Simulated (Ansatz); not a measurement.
An input for Ansatz 0.2.0 (SiO2 (P6_422)):

```yaml
crystal:
  lattice:
    - [5.0605222284, 0.0, 0.0]
    - [-2.5302611142, 4.3825408062, 0.0]
    - [0.0, 0.0, 5.54135331]
  atoms:
    - { symbol: Si, position: [0.0, 0.5, 0.33333333] }
    - { symbol: Si, position: [0.5, 0.5, 0.66666667] }
    - { symbol: Si, position: [0.5, 0.0, 0.0] }
    - { symbol: O, position: [0.58278926, 0.79139463, 0.83333333] }
    - { symbol: O, position: [0.79139463, 0.58278926, 0.5] }
    - { symbol: O, position: [0.79139463, 0.20860537, 0.16666667] }
    - { symbol: O, position: [0.41721074, 0.20860537, 0.83333333] }
    - { symbol: O, position: [0.20860537, 0.41721074, 0.5] }
    - { symbol: O, position: [0.20860537, 0.79139463, 0.16666667] }
kpoints:
  mp_grid: { grid: [6, 6, 2] }
hamiltonian:
  xc: lda
  pseudopotentials: { kind: paw, azcp: { folder: soft_1 }, xc_functional: pbe }
scf:
  occupations: { method: fixed }
gw:
  n_empty_bands: 199
  ecut_chi: 80
  qp_bands: [v3, c3]
  qp_kpoints: band_edges
  screening: { model: contour_deformation }
  n_guard_bands: 12
```

```sh
ansatz run input.yaml --threads 2 --pin off --max-ram 92160MiB --backend cuda --events-out ev --progress --plain --runs-dir out --devices 1 --max-vram 13GiB
```

How long will it take on 1 × NVIDIA H100 80GB HBM3 (shared by 6 runs) with 2 threads of AMD EPYC 7R13 (Zen 3), shared host, and how much memory?

It took 27 s; on shared hardware allow 14 s to 54 s. Peak host memory was 1.3 GiB. The sizes that set the cost: 2449 plane waves a state, 14 irreducible k points, 223 bands summed, 213 plane waves in the screening and 7 SCF cycles.

The screening grows as filled bands × empty bands × pairs of k points, times the square of the screening basis for the matrix.

[Paths, hosts, dates, memory and timing lines, banners, echoed tables and standing remarks are left out of the program output.]

[Logs are printed without paths, hosts, clocks, repeated set-up lines and the standing remarks that a program may print on its own settings, such as how far it seeks lower states.]

[Runs of the session that timed out or met a known fault of the program may be left out.]

[Cells called generated may have been cut or substituted from an entry of the Crystallography Open Database or the Materials Project.]

[Hosts, paths, dates, database ids (printed as entryN), source tags and the programs' standing remarks are cut or masked in the printed files.]
